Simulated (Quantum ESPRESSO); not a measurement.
# MgS (F-43m) under biaxial strain: a fit and a test

Aim: strain and stress coefficients of the optical modes of MgS (F-43m) under biaxial strain in the (001) plane.

Program: Quantum ESPRESSO 7.5. Level of theory: DFT LDA, scalar-relativistic, plane waves, JTH PAW pseudopotentials. Results are calculated unless marked as measured.

### 1. Set-up

It takes space group F-43m (No. 216, cubic). Conventional cell: a = 5.599 Å, b = 5.599 Å, c = 5.599 Å, α = 90.00°, β = 90.00°, γ = 90.00°. Mg has 4 S at 2.42 Å nearest. Nearest to S lie 4 Mg at 2.42 Å. Farther neighbours and most contacts between anions are not listed.

Coordinates:

```cif
data_structure
_symmetry_space_group_name_H-M 'F-43m'
_symmetry_Int_Tables_number 216
_cell_length_a 5.5986
_cell_length_b 5.5986
_cell_length_c 5.5986
_cell_angle_alpha 90.000
_cell_angle_beta 90.000
_cell_angle_gamma 90.000
_cell_volume 175.48
loop_
_atom_site_label
_atom_site_type_symbol
_atom_site_symmetry_multiplicity
_atom_site_Wyckoff_symbol
_atom_site_fract_x
_atom_site_fract_y
_atom_site_fract_z
_atom_site_occupancy
Mg1 Mg 4 a 0.00000 0.00000 0.00000 1
S1 S 4 c 0.75000 0.25000 0.75000 1
```

This is the cell after its relaxation at this level of theory, not the database cell from which that began.

### 2. Strained cells

The in-plane lattice vectors are held at a strain ε, as on a substrate; the length along z is set so that σ_zz vanishes; symmetry keeps the atoms on their sites. Modes are taken without the LO-TO term. Cutoff 60 Ry, k mesh 8×8×8.

From the response at ε = -0.03:

What it wrote:

```text
[banners, grids, parts of the stress and lines that vanish by symmetry left out]
Program PHONON v.7.5
     Reading xml data from directory:

[...]
Exchange-correlation= PW
                           (   1   4   0   0   0   0   0)
[...]
kinetic-energy cut-off    =      60.0000  Ry
     charge density cut-off    =     480.0000  Ry
     convergence threshold     =      1.0E-18
[...]
Exchange-correlation= PW
                           (   1   4   0   0   0   0   0)
[...]
q = (   0.0000000   0.0000000   0.0000000 )
      9 Sym.Ops. (with q -> -q+G )
     G cutoff =  688.7135  (  51499 G-vectors)     FFT grid: ( 54, 54, 54)
     G cutoff =  344.3568  (  18275 G-vectors)  smooth grid: ( 40, 40, 36)
     number of k points=    59
[...]
Mode symmetry, D_2d (-42m) point group:
[...]
Dielectric constant
[...]
End of electric fields calculation
          Dielectric constant in cartesian axis
          (       4.213456963      -0.000000000      -0.000000000 )
          (      -0.000000000       4.213456963      -0.000000000 )
          (      -0.000000000      -0.000000000       4.244021131 )
          Effective charges (d Force / dE) in cartesian axis without acoustic sum rule applied (asr)
           atom    1  Mg    Mean Z*:        1.86181
      Ex  (        1.82802       -0.00000        0.00000 )
      Ey  (       -0.00000        1.82802        0.00000 )
      Ez  (        0.00000        0.00000        1.92940 )
           atom    2  S     Mean Z*:       -1.86894
      Ex  (       -1.83549       -0.00000       -0.00000 )
      Ey  (       -0.00000       -1.83549       -0.00000 )
      Ez  (       -0.00000        0.00000       -1.93585 )
          Effective charges Sum: Mean:       -0.00713
[...]
Effective charges (d Force / dE) in cartesian axis with asr applied:
           atom    1  Mg    Mean Z*:        1.86538
[...]
atom    2  S     Mean Z*:       -1.86538
[...]
Representation #   1 mode #   1
[...]
End of self-consistent calculation
     Convergence has been achieved
     Representation #   2 mode #   2
[...]
End of self-consistent calculation
     Convergence has been achieved
     Representation #   3 modes #   3   4
[...]
End of self-consistent calculation
     Convergence has been achieved
     Representation #   4 modes #   5   6
[...]
End of self-consistent calculation
     Convergence has been achieved
[...]
Dielectric constant in cartesian axis
          (       4.213456963      -0.000000000      -0.000000000 )
          (      -0.000000000       4.213456963      -0.000000000 )
          (      -0.000000000      -0.000000000       4.244021131 )
          Effective charges (d Force / dE) in cartesian axis without acoustic sum rule applied (asr)
           atom    1  Mg    Mean Z*:        1.86181
      Ex  (        1.82802       -0.00000        0.00000 )
      Ey  (       -0.00000        1.82802        0.00000 )
      Ez  (        0.00000        0.00000        1.92940 )
           atom    2  S     Mean Z*:       -1.86894
      Ex  (       -1.83549       -0.00000       -0.00000 )
      Ey  (       -0.00000       -1.83549       -0.00000 )
      Ez  (       -0.00000        0.00000       -1.93585 )
          Effective charges Sum: Mean:       -0.00713
[...]
Effective charges (d Force / dE) in cartesian axis with asr applied:
           atom    1  Mg    Mean Z*:        1.86538
[...]
atom    2  S     Mean Z*:       -1.86538
[...]
q = (    0.000000000   0.000000000   0.000000000 )
[...]
freq (    1) =      -0.040736 [THz] =      -1.358823 [cm-1]
     freq (    2) =       0.045384 [THz] =       1.513840 [cm-1]
     freq (    3) =       0.045384 [THz] =       1.513840 [cm-1]
     freq (    4) =      10.350524 [THz] =     345.256318 [cm-1]
     freq (    5) =      10.350524 [THz] =     345.256318 [cm-1]
     freq (    6) =      10.976765 [THz] =     366.145457 [cm-1]
[...]
Mode symmetry, D_2d (-42m) point group:
     freq (   1-   1) =         -1.4  [cm-1]   --> B_2  X_3  W_2   I+R
     freq (   2-   3) =          1.5  [cm-1]   --> E    X_5  W_3   I+R
     freq (   4-   5) =        345.3  [cm-1]   --> E    X_5  W_3   I+R
     freq (   6-   6) =        366.1  [cm-1]   --> B_2  X_3  W_2   I+R

   JOB DONE.
```

The run at ε = 0.01 is held back.

| ε | ε_zz | σ_xx (GPa, tension positive) | singlet (cm⁻¹) | doublet (cm⁻¹) |
| --- | --- | --- | --- | --- |
| -0.03 | 0.0408 | -1.71 | 366.15 | 345.26 |
| -0.02 | 0.0275 | -1.08 | 358.77 | 344.99 |
| -0.01 | 0.0137 | -0.51 | 351.33 | 344.54 |
| 0 | 0.0000 | 0.04 | 343.65 | 343.65 |
| 0.01 | -0.0156 | 0.47 | held back | held back |
| 0.02 | -0.0313 | 0.88 | 328.75 | 342.82 |
| 0.03 | -0.0483 | 1.22 | 321.14 | 342.48 |

### 3. The fit

Parabolas ω = ω₀ + a ε + b ε² through the other rows:

| mode | ω₀ (cm⁻¹) | a (cm⁻¹) | b (cm⁻¹) |
| --- | --- | --- | --- |
| singlet | 343.8 | -751 | -104 |
| doublet | 343.9 | -49 | 47 |

The biaxial modulus, the linear term of σ_xx, is 49 GPa, so the singlet mode moves by a/M = -15 cm⁻¹ a GPa of tensile stress. The ratio −ε_zz/ε near zero is 1.48. For ε = 0.01 the fits predict 336.24 and 343.36 cm⁻¹.

### 4. The run that was held back

What it wrote:

```text
[banners, grids, parts of the stress and lines that vanish by symmetry left out]
[banner, memory and clock lines left out]
Program PHONON v.7.5

[...]
Exchange-correlation= PW
                           (   1   4   0   0   0   0   0)
[...]
kinetic-energy cut-off    =      60.0000  Ry
     charge density cut-off    =     480.0000  Ry
     convergence threshold     =      1.0E-18
[...]
Exchange-correlation= PW
                           (   1   4   0   0   0   0   0)
[...]
q = (   0.0000000   0.0000000   0.0000000 )
      9 Sym.Ops. (with q -> -q+G )
     G cutoff =  676.7440  (  52809 G-vectors)     FFT grid: ( 54, 54, 54)
     G cutoff =  338.3720  (  18697 G-vectors)  smooth grid: ( 40, 40, 40)
     number of k points=    59
[...]
Mode symmetry, D_2d (-42m) point group:
[...]
Dielectric constant
[...]
End of electric fields calculation
          Dielectric constant in cartesian axis
          (       4.202340417       0.000000000      -0.000000000 )
          (       0.000000000       4.202340417      -0.000000000 )
          (      -0.000000000       0.000000000       4.193915298 )
          Effective charges (d Force / dE) in cartesian axis without acoustic sum rule applied (asr)
           atom    1  Mg    Mean Z*:        1.86909
      Ex  (        1.88072       -0.00000        0.00000 )
      Ey  (       -0.00000        1.88072       -0.00000 )
      Ez  (       -0.00000       -0.00000        1.84583 )
           atom    2  S     Mean Z*:       -1.87604
      Ex  (       -1.88759       -0.00000        0.00000 )
[...]
Convergence has been achieved
     Representation #   4 modes #   5   6
[...]
End of self-consistent calculation
     Convergence has been achieved
[...]
Dielectric constant in cartesian axis
          (       4.202340417       0.000000000      -0.000000000 )
          (       0.000000000       4.202340417      -0.000000000 )
          (      -0.000000000       0.000000000       4.193915298 )
          Effective charges (d Force / dE) in cartesian axis without acoustic sum rule applied (asr)
           atom    1  Mg    Mean Z*:        1.86909
      Ex  (        1.88072       -0.00000        0.00000 )
      Ey  (       -0.00000        1.88072       -0.00000 )
      Ez  (       -0.00000       -0.00000        1.84583 )
           atom    2  S     Mean Z*:       -1.87604
      Ex  (       -1.88759       -0.00000        0.00000 )
      Ey  (        0.00000       -1.88759       -0.00000 )
      Ez  (       -0.00000       -0.00000       -1.85295 )
          Effective charges Sum: Mean:       -0.00695
[...]
Effective charges (d Force / dE) in cartesian axis with asr applied:
           atom    1  Mg    Mean Z*:        1.87257
[...]
atom    2  S     Mean Z*:       -1.87257
[...]
q = (    0.000000000   0.000000000   0.000000000 )
[...]
freq (    1) =      -0.037796 [THz] =      -1.260746 [cm-1]
     freq (    2) =       0.059111 [THz] =       1.971741 [cm-1]
     freq (    3) =       0.059111 [THz] =       1.971741 [cm-1]
     freq (    4) =      10.083900 [THz] =     336.362707 [cm-1]
     freq (    5) =      10.297264 [THz] =     343.479767 [cm-1]
     freq (    6) =      10.297264 [THz] =     343.479767 [cm-1]
[...]
Mode symmetry, D_2d (-42m) point group:
     freq (   1-   1) =         -1.3  [cm-1]   --> B_2  X_3  W_2   I+R
     freq (   2-   3) =          2.0  [cm-1]   --> E    X_5  W_3   I+R
     freq (   4-   4) =        336.4  [cm-1]   --> B_2  X_3  W_2   I+R
     freq (   5-   6) =        343.5  [cm-1]   --> E    X_5  W_3   I+R
```

It gives 336.36 and 343.48 cm⁻¹.

### 5. Results

```yaml
strain_coefficient_of_the_singlet_mode: -751 cm⁻¹
strain_coefficient_of_the_doublet_mode: -49.5 cm⁻¹
biaxial_modulus: 48.9 GPa
```

In words: One per cent of tensile strain moves the singlet mode of MgS (F-43m) by -7.5 cm⁻¹ and the doublet mode by -0.5 cm⁻¹; the fits miss the run held back by up to 0.12 cm⁻¹. At 3 % strain the quadratic term is 0 % of the linear one for the singlet mode and 3 % for the doublet mode. In a polar crystal the line seen along z is the LO mode, whose shift differs. These are harmonic values at zero temperature, without the LO-TO term, for a homogeneous, dislocation-free layer.

[Host names and launcher messages were left out of these logs when they were recorded.]

[Logs are printed without paths, hosts, clocks, repeated set-up lines and the standing remarks that a program may print on its own settings, such as how far it seeks lower states.]

[Hosts, paths, dates, database ids (printed as entryN), source tags and the programs' standing remarks are cut or masked in the printed files.]
